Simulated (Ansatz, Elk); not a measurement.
**Bonding as seen by X-rays: AlC**

The structure of AlC used here is made up (a known structure type with other elements) and was relaxed beforehand with PBE. The aim is the Fourier transform of its all-electron density, F(hkl), set beside the sum over free spherical atoms that refinements use.

Main program and level: Elk 11.2.3 (patched build); DFT, PBE, all-electron APW+lo, Dirac cores, scalar-relativistic bands, static density, no spin.

The structure was built from a prototype and need not be the compound's stable phase.

### 1. Set-up

It takes space group Fm-3m (No. 225, cubic). The conventional cell has a = 4.269 Å, b = 4.269 Å, c = 4.269 Å, α = 90.00°, β = 90.00°, γ = 90.00°. Al has 6 C at 2.13 Å nearest. Nearest to C lie 6 Al at 2.13 Å. Farther neighbours are not listed.

### 2. Ground state and structure factors

An all-electron density is needed, since X-rays see the cores too. Task 0 finds the density and task 195 Fourier-transforms it; tshift is off so that phases refer to the origin typed.

Contents of elk.in:

```
tasks
  0
  195

xctype
  20

spinpol
  .false.

rgkmax
  7.0

gmaxvr
  14.0

lmaxo
  7

lmaxapw
  8

swidth
  0.002

tshift
  .false.

ramdisk
  .false.

hmaxvr
  5.5

maxscl
  120

epspot
  1e-06

sppath
  './'

avec
  -0.00000000000 4.03382980166 4.03382980166
  4.03382980166 -0.00000000000 4.03382980166
  4.03382980166 4.03382980166 0.00000000000

atoms
  2
  'Al.in'
  1
  0.5000000000 0.5000000000 0.5000000000   0.000000 0.000000 0.000000
  'C.in'
  1
  -0.0000000000 0.0000000000 0.0000000000   0.000000 0.000000 0.000000

ngridk
  9 9 9
```

Command:

```bash
> OMP_NUM_THREADS=4 elk
```

Numbers of over 12 decimals in the logs are rounded to 6 here.

Log:

```text
┌─────────────────────────┐
│ Elk code version 11.2.3 │
└─────────────────────────┘

All units are atomic (Hartree, Bohr, etc.)

┌─────────────────────────────────────────────────┐
│ Ground-state run starting from atomic densities │
└─────────────────────────────────────────────────┘

Lattice vectors :
  -0.000000000       4.033829802       4.033829802
   4.033829802      -0.000000000       4.033829802
   4.033829802       4.033829802       0.000000000

Reciprocal lattice vectors :
 -0.7788114046      0.7788114046      0.7788114046
  0.7788114046     -0.7788114046      0.7788114046
  0.7788114046      0.7788114046     -0.7788114046

Unit cell volume      :    131.2752053
Brillouin zone volume :    1.889543519

Muffin-tin inner radius fraction :   0.1000000000E-01

Nuclei treated as point charges

Species : 1 (Al)
 parameters loaded from : Al.in
 name : aluminium
 nuclear charge    :   -13.00000000
 electronic charge :    13.00000000
 atomic mass :    49184.33496
 muffin-tin radius :    2.191106391
 number of radial points in muffin-tin :    793
 inner part over the whole radius :   0.9833308171E-02
 number on inner part of muffin-tin    :    552
 approximate nuclear radius :   0.5839653600E-04
 number of mesh points to nuclear radius :    244
 atomic positions (lattice), magnetic fields (Cartesian) :
  1 :   0.50000000  0.50000000  0.50000000    0.00000000  0.00000000  0.00000000

Species : 2 (C)
 parameters loaded from : C.in
 name : carbon
 nuclear charge    :   -6.000000000
 electronic charge :    6.000000000
 atomic mass :    21894.16674
 muffin-tin radius :    1.792723411
 number of radial points in muffin-tin :    593
 inner part over the whole radius :   0.9927473183E-02
 number on inner part of muffin-tin    :    406
 approximate nuclear radius :   0.4747601631E-04
 number of mesh points to nuclear radius :    166
 atomic positions (lattice), magnetic fields (Cartesian) :
  1 :   0.00000000  0.00000000  0.00000000    0.00000000  0.00000000  0.00000000

Total number of atoms per unit cell :    2
Total muffin-tin volume :    68.19745548
 ratio of muffin-tin to unit cell volume :   0.5194998957

Spin treatment :
 spin-unpolarised

Number of Bravais lattice symmetries :   48
Number of crystal symmetries         :   48
Crystal has inversion symmetry
Real symmetric eigensolver will be used

k-point grid :      9     9     9
k-point offset :    0.000000000       0.000000000       0.000000000
k-point set is reduced with full crystal symmetry group
Total number of k-points :       35

Muffin-tin radius times maximum |G+k| :    7.000000000
 using average radius
Maximum |G+k| for APW functions       :    3.514206353
Maximum (1/2)|G+k|²                   :    6.174823147
Maximum |G| for potential and density :    14.00000000
Constant for pseudocharge density :    8
 order of it for each species :   15  15
 order of it for pair densities of each species (exact exchange by exxq0 0: 16) :   12   7
Radial integration step length :    1

G-vector grid sizes :     27    27    27
Number of G-vectors :     6081

Maximum angular momentum used for
 APW functions            :    8
 outer part of muffin-tin :    7
 inner part of muffin-tin :    2

Total nuclear charge    :   -19.00000000
Total core charge       :    6.000000000
Total valence charge    :    13.00000000
Total excess charge     :    0.000000000
Total electronic charge :    19.00000000

Effective Wigner radius, rₛ :    1.181535656

Number of empty states         :      8
Total number of valence states :     15
Total number of core states    :      6

Third-order local-orbitals added for an l without core states : T
Total number of local-orbitals :     18

Exchange-correlation functional :     20     0     0
 Perdew-Burke-Ernzerhof, Phys. Rev. Lett. 77, 3865 (1996)
 gradient requirement :    1
 generalised gradient approximation (GGA)

Smearing type :    3
 Fermi-Dirac
Smearing width :   0.2000000000E-02
Effective electronic temperature (K) :    631.5500496

Mixing type :    3
[...]
xc potential                :     -32.340607727335
 exchange                    :     -23.413498110233
 correlation                 :    -0.718905
 electron entropic           :    -0.50987407741553E-03
 total energy                :     -281.17839535343

Density of states at Fermi energy :    42.29201817
 (states/Hartree/unit cell)

Estimated indirect band gap :   0.3889452177E-03
 from k-point 27 to k-point 9
Estimated direct band gap   :   0.1111994226E-01
 at k-point 9

Charges :
 core                        :    6.000000000
 valence                     :    13.00000000
 interstitial                :    2.234360438
 muffin-tins (core leakage)
  species : 1 (Al)
   atom 1                    :    11.21847434     (  0.5380915801E-03)
  species : 2 (C)
   atom 1                    :    5.547165221     (  0.3624386730E-05)
 total in muffin-tins        :    16.76563956
 total calculated charge     :    18.99889648
 total charge                :    19.00000000
 error                       :   0.1103515619E-02

RMS change in Kohn-Sham potential (target) :    2.481136463     (  0.1000000000E-05)
Absolute change in total energy (target)   :   0.7637688459E-01 (  0.1000000000E-03)

[... loops 3 to 13 left out ...]

┌──────────────────┐
│ Loop number : 14 │
└──────────────────┘

Energies :
 Fermi                       :     0.301791
 sum of occupied eigenvalues :     -147.19393691987
 electron kinetic            :      281.21356625238
 core electron kinetic       :      212.82971218572
 Coulomb                     :     -538.03659254615
 Coulomb potential           :     -397.37067731955
 nuclear-nuclear             :     -68.786680867677
 electron-nuclear            :     -543.13767025768
 Hartree                     :      73.887758579204
 Madelung                    :     -339.35125388638
 xc potential                :     -31.036825852710
 exchange                    :     -23.337773470896
 correlation                 :    -0.727072
 electron entropic           :    -0.45727149570344E-03
 total energy                :     -280.88832953238

Density of states at Fermi energy :    38.25334318
 (states/Hartree/unit cell)

Estimated indirect band gap :   0.7037032169E-03
 from k-point 27 to k-point 18
Estimated direct band gap   :   0.1240787695E-01
 at k-point 9

Charges :
 core                        :    6.000000000
 valence                     :    13.00000000
 interstitial                :    2.366137074
 muffin-tins (core leakage)
  species : 1 (Al)
   atom 1                    :    11.37895504     (  0.5016497501E-03)
  species : 2 (C)
   atom 1                    :    5.254907887     (  0.3780274780E-05)
 total in muffin-tins        :    16.63386293
 total calculated charge     :    18.99900316
 total charge                :    19.00000000
 error                       :   0.9968409627E-03

RMS change in Kohn-Sham potential (target) :   0.4104004467E-06 (  0.1000000000E-05)
Absolute change in total energy (target)   :   0.3219934899E-04 (  0.1000000000E-03)

Convergence targets achieved

┌──────────────────┐
│ Loop number : 15 │
└──────────────────┘

Energies :
 Fermi                       :     0.301791
 sum of occupied eigenvalues :     -147.19393835853
 electron kinetic            :      281.21356572363
 core electron kinetic       :      212.82971161806
 Coulomb                     :     -538.03659327472
 Coulomb potential           :     -397.37067753222
 nuclear-nuclear             :     -68.786680867677
 electron-nuclear            :     -543.13767149649
 Hartree                     :      73.887759089446
 Madelung                    :     -339.35125450861
 xc potential                :     -31.036826549933
 exchange                    :     -23.337773539012
 correlation                 :    -0.727072
 electron entropic           :    -0.45727150397028E-03
 total energy                :     -280.88833085445

Density of states at Fermi energy :    38.25334409
 (states/Hartree/unit cell)

Estimated indirect band gap :   0.7037028513E-03
 from k-point 27 to k-point 18
Estimated direct band gap   :   0.1240787460E-01
 at k-point 9

Charges :
 core                        :    6.000000000
 valence                     :    13.00000000
 interstitial                :    2.366137036
 muffin-tins (core leakage)
  species : 1 (Al)
   atom 1                    :    11.37895506     (  0.5016496692E-03)
  species : 2 (C)
   atom 1                    :    5.254907905     (  0.3780273952E-05)
 total in muffin-tins        :    16.63386296
 total calculated charge     :    18.99900316
 total charge                :    19.00000000
 error                       :   0.9968408731E-03

┌──────────────────────────────┐
│ Self-consistent loop stopped │
└──────────────────────────────┘

Warning : core states of species 1 leak from the muffin-tin :   0.5016496692E-03

Wrote STATE.OUT
```

The job ended after 4 s (4 threads of Arm Neoverse V1, shared host; peak memory 0.16 GiB; 9.7 s of CPU time).

SFACRHO.OUT:

```text

h k l indices transformed by vhmat matrix:
   1.000000000       0.000000000       0.000000000    
   0.000000000       1.000000000       0.000000000    
   0.000000000       0.000000000       1.000000000    

      h      k      l  multipl.   |H|            Re(F)            Im(F)           |F|

      0      0      0      1   0.0000000       19.000000      0.28804882E-16   19.000000    
      0      0      1      8   1.3489409      -5.2998247      0.98602516E-15   5.2998247    
      0     -1     -1      6   1.5576228       11.930139      0.21210445E-14   11.930139    
      0      1     -1     12   2.2028113       9.7528792     -0.85708669E-15   9.7528792    
      2      0      1     24   2.5830252      -4.9257140      0.25626032E-14   4.9257140    
      0      0      2      8   2.6978818       8.5881542     -0.16098979E-14   8.5881542    
     -2     -2      0      6   3.1152456       7.8096078      0.29882188E-14   7.8096078    
      0     -1      2     24   3.3947602      -3.9157797      0.31719928E-14   3.9157797    
     -1      1      2     24   3.4829505       7.0922375     -0.13221471E-14   7.0922375    
     -1     -1      2     24   3.8153811       6.5240857      0.10511608E-14   6.5240857    
      3      2      0     24   4.0468228      -3.1002848      0.28207710E-14   3.1002848    
      3      0      0      8   4.0468228      -3.1055097      0.16979598E-14   3.1055097    
     -2      2      0     12   4.4056226       5.6327968     -0.91060348E-15   5.6327968    
      3      4      2     48   4.6075104      -2.5025303     -0.96573101E-14   2.5025303    
      1     -3      0     24   4.6728684       5.2814024      0.97518933E-15   5.2814024    
     -3      0     -3      6   4.6728684       5.2858550      0.28400814E-14   5.2858550    
      1     -3     -2     24   4.9256358       4.9730964      0.17505418E-14   4.9730964    
      1      0      4     24   5.1070079      -2.0690750      0.21219436E-14   2.0690750
```

Elk indexes on the primitive cell of elk.in and gives |H| = 4π sin θ/λ in inverse bohr. Below, one row stands for each form hkl of the conventional cell (m members, Friedel mates merged), F is for one primitive cell and the density is static (no thermal factor). Free-atom factors are Waasmaier and Kirfel's, and R is Σm||F|−|F'||/Σm|F|.

| hkl | m | sin θ/λ (Å⁻¹) | abs F, DFT | neutral atoms | diff. |
| --- | --- | --- | --- | --- | --- |
| 111 | 8 | 0.203 | 5.300 | 5.597 | -0.297 |
| 200 | 6 | 0.234 | 11.930 | 11.791 | +0.139 |
| 220 | 12 | 0.331 | 9.753 | 9.804 | -0.051 |
| 311 | 24 | 0.388 | 4.926 | 4.901 | +0.024 |
| 222 | 8 | 0.406 | 8.588 | 8.631 | -0.043 |
| 400 | 6 | 0.469 | 7.810 | 7.772 | +0.038 |
| 331 | 24 | 0.510 | 3.916 | 3.920 | -0.004 |
| 420 | 24 | 0.524 | 7.092 | 7.091 | +0.002 |
| 422 | 24 | 0.574 | 6.524 | 6.528 | -0.004 |
| 511 | 24 | 0.609 | 3.100 | 3.105 | -0.005 |
| 333 | 8 | 0.609 | 3.106 | 3.105 | +0.000 |
| 440 | 12 | 0.662 | 5.633 | 5.643 | -0.010 |
| 531 | 48 | 0.693 | 2.502 | 2.498 | +0.004 |
| 442 | 24 | 0.703 | 5.281 | 5.288 | -0.007 |
| 600 | 6 | 0.703 | 5.286 | 5.288 | -0.003 |
| 620 | 24 | 0.741 | 4.973 | 4.979 | -0.006 |
| 533 | 24 | 0.768 | 2.069 | 2.055 | +0.014 |
| 622 | 24 | 0.777 | 4.701 | 4.707 | -0.006 |

### 3. The highest occupied states alone

An energy window below the Fermi level keeps the highest occupied states, to see at which angles they scatter; shallow core shells can lie inside it and anion s states outside. No new self-consistency is needed.

elk.in, as its differences from that of step 2:

```diff
@@ -1,3 +1,2 @@
 tasks
-  0
   195
@@ -40,2 +39,5 @@
 
+wsfac
+  -0.065700 0.601790
+
 sppath
```

Command:

```bash
> OMP_NUM_THREADS=4 elk
```

Log:

```text
┌─────────────────────────────────┐
│ Elk code version 11.2.3 started │
└─────────────────────────────────┘

Info(readinput): the functional depends on the density's gradient
 muffin-tin radial points multiplied by    2.00000
 (not where nrmtscf is given)

┌────────────────────┐
│ Current task : 195 │
└────────────────────┘
Info(checkmt): changed muffin-tin radius of species 1 (Al) from   2.2000 to   2.1911
Info(checkmt): changed muffin-tin radius of species 2 (C) from   1.8000 to   1.7927

Info(sfacrho): density structure factors written to SFACRHO.OUT

 Energy window :  -0.6570000000E-01  0.6017900000

┌──────────────────┐
│ Elk code stopped │
└──────────────────┘
```

The job ended after 1.2 s (4 threads; peak memory 0.16 GiB).

States within 10 eV below the Fermi level hold 5.54 electrons; any levels below the window count with the cores, and a count that is not whole means the window cuts a band. Their amplitudes can exceed the total, where window and core parts have opposite phase:

| hkl | sin θ/λ (Å⁻¹) | abs F, window | abs F, all |
| --- | --- | --- | --- |
| 111 | 0.203 | 1.349 | 5.300 |
| 200 | 0.234 | 1.093 | 11.930 |
| 220 | 0.331 | 0.278 | 9.753 |
| 311 | 0.388 | 0.157 | 4.926 |
| 222 | 0.406 | 0.105 | 8.588 |
| 400 | 0.469 | 0.108 | 7.810 |
| 331 | 0.510 | 0.034 | 3.916 |
| 420 | 0.524 | 0.054 | 7.092 |
| 422 | 0.574 | 0.039 | 6.524 |
| 511 | 0.609 | 0.061 | 3.100 |

### 4. Another functional

The difference from free atoms is small, so it is set against the change that PBEsol makes.

elk.in, as its differences from that of step 3:

```diff
@@ -1,2 +1,3 @@
 tasks
+  0
   195
@@ -4,3 +5,3 @@
 xctype
-  20
+  22
 
@@ -39,5 +40,2 @@
 
-wsfac
-  -0.065700 0.601790
-
 sppath
```

Command:

```bash
> OMP_NUM_THREADS=4 elk
```

Log:

```text
┌─────────────────────────┐
│ Elk code version 11.2.3 │
└─────────────────────────┘

All units are atomic (Hartree, Bohr, etc.)

┌─────────────────────────────────────────────────┐
│ Ground-state run starting from atomic densities │
└─────────────────────────────────────────────────┘

Lattice vectors :
  -0.000000000       4.033829802       4.033829802
   4.033829802      -0.000000000       4.033829802
   4.033829802       4.033829802       0.000000000

Reciprocal lattice vectors :
 -0.7788114046      0.7788114046      0.7788114046
[...]
interstitial                :    2.375820377
 muffin-tins (core leakage)
  species : 1 (Al)
   atom 1                    :    11.38809343     (  0.5151046376E-03)
  species : 2 (C)
   atom 1                    :    5.236086192     (  0.3939342082E-05)
 total in muffin-tins        :    16.62417962
 total calculated charge     :    18.99899781
 total charge                :    19.00000000
 error                       :   0.1002187903E-02

┌──────────────────────────────┐
│ Self-consistent loop stopped │
└──────────────────────────────┘

Warning : core states of species 1 leak from the muffin-tin :   0.5151046376E-03

Wrote STATE.OUT
[key lines of the parts left out:]
total energy                :     -280.25902865198
```

Wall time 3.8 s (4 threads); peak memory 0.16 GiB; 9.2 s of CPU time.

Against the first run R = 0.11 %; the largest change is -0.016 at 200.

### 5. Basis size

A smaller basis shows how fast F responds to it; the change is likely larger than the basis error of the first run, but doesn't show convergence.

elk.in, as its differences from that of step 4:

```diff
@@ -5,3 +5,3 @@
 xctype
-  22
+  20
 
@@ -11,3 +11,3 @@
 rgkmax
-  7.0
+  5.5
```

Command:

```bash
> OMP_NUM_THREADS=4 elk
```

Log:

```text
┌─────────────────────────┐
│ Elk code version 11.2.3 │
└─────────────────────────┘

All units are atomic (Hartree, Bohr, etc.)

┌─────────────────────────────────────────────────┐
│ Ground-state run starting from atomic densities │
└─────────────────────────────────────────────────┘

Lattice vectors :
  -0.000000000       4.033829802       4.033829802
   4.033829802      -0.000000000       4.033829802
   4.033829802       4.033829802       0.000000000

Reciprocal lattice vectors :
 -0.7788114046      0.7788114046      0.7788114046
[...]
interstitial                :    2.390987864
 muffin-tins (core leakage)
  species : 1 (Al)
   atom 1                    :    11.37672431     (  0.5015712813E-03)
  species : 2 (C)
   atom 1                    :    5.232287823     (  0.3768361100E-05)
 total in muffin-tins        :    16.60901214
 total calculated charge     :    18.99920564
 total charge                :    19.00000000
 error                       :   0.7943646267E-03

┌──────────────────────────────┐
│ Self-consistent loop stopped │
└──────────────────────────────┘

Warning : core states of species 1 leak from the muffin-tin :   0.5015712813E-03

Wrote STATE.OUT
[key lines of the parts left out:]
total energy                :     -280.87841963050
```

Wall time 3.8 s (4 threads); peak memory 0.16 GiB; 8.8 s of CPU time.

Against the first run R = 0.11 %; the largest change is -0.011 at 331.

### 6. A coarser k-mesh

About half the k-points along each axis test the sampling.

elk.in, as its differences from that of step 5:

```diff
@@ -11,3 +11,3 @@
 rgkmax
-  5.5
+  7.0
 
@@ -58,2 +58,2 @@
 ngridk
-  9 9 9
+  4 4 4
```

Command:

```bash
> OMP_NUM_THREADS=4 elk
```

Log:

```text
┌─────────────────────────┐
│ Elk code version 11.2.3 │
└─────────────────────────┘

All units are atomic (Hartree, Bohr, etc.)

┌─────────────────────────────────────────────────┐
│ Ground-state run starting from atomic densities │
└─────────────────────────────────────────────────┘

Lattice vectors :
  -0.000000000       4.033829802       4.033829802
   4.033829802      -0.000000000       4.033829802
   4.033829802       4.033829802       0.000000000

Reciprocal lattice vectors :
 -0.7788114046      0.7788114046      0.7788114046
[...]
interstitial                :    2.363045030
 muffin-tins (core leakage)
  species : 1 (Al)
   atom 1                    :    11.37624157     (  0.5014874323E-03)
  species : 2 (C)
   atom 1                    :    5.260713398     (  0.3783987531E-05)
 total in muffin-tins        :    16.63695497
 total calculated charge     :    18.99905375
 total charge                :    19.00000000
 error                       :   0.9462532748E-03

┌──────────────────────────────┐
│ Self-consistent loop stopped │
└──────────────────────────────┘

Warning : core states of species 1 leak from the muffin-tin :   0.5014874323E-03

Wrote STATE.OUT
[key lines of the parts left out:]
total energy                :     -280.89089479936
```

Wall time 2.8 s (4 threads); peak memory 0.16 GiB; 5 s of CPU time.

Against the first run R = 0.01 %; the largest change is +0.005 at 200.

### 7. Settings against the effect

| run | R against the first run (%) | R against neutral atoms, low angle (%) | wall time |
| --- | --- | --- | --- |
| PBE, rgkmax 7 | 0.00 | 2.82 | 4 s |
| PBEsol | 0.11 | 2.64 | 3.8 s |
| rgkmax 5.5 | 0.11 | 2.73 | 3.8 s |
| k-mesh 4×4×4 | 0.01 | 2.88 | 2.8 s |

### 8. Outcome

```
R against neutral atoms, sin θ/λ < 0.3 Å⁻¹ : 2.82 %
R against neutral atoms, 0.3 to 0.81 Å⁻¹   : 0.21 %
```

**Reading.** Independent neutral atoms miss the calculated amplitudes by R = 2.82 % below 0.3 Å⁻¹ and 0.21 % from there to 0.81 Å⁻¹; by shells, 2.82 % 0.15 to 0.3 (2 forms), 0.51 % 0.3 to 0.45 (3 forms), 0.14 % above 0.45 (14 forms). Bonding, aspherical density and the tables' own atoms all enter these figures, and the runs don't part them. The largest change of an amplitude is -0.30 electrons, at 111. The window's part falls from 5.5 electrons at the origin to at most 0.11 between 0.45 and 0.81 Å⁻¹. Below 0.3 Å⁻¹ the changes that finished (PBEsol, rgkmax 5.5 and k-mesh 4×4×4) move F by R = 0.18 % at most, against the 2.82 % that separates it from free atoms. Part of the difference isn't bonding: the tables are fits to free atoms and ions calculated by other methods than this functional. Thermal motion, anomalous dispersion and extinction are left out.

[Logs are printed without paths, hosts, clocks, repeated set-up lines and the standing remarks that a program may print on its own settings, such as how far it seeks lower states.]

[Hosts, paths, dates, database ids (printed as entryN), source tags and the programs' standing remarks are cut or masked in the printed files.]
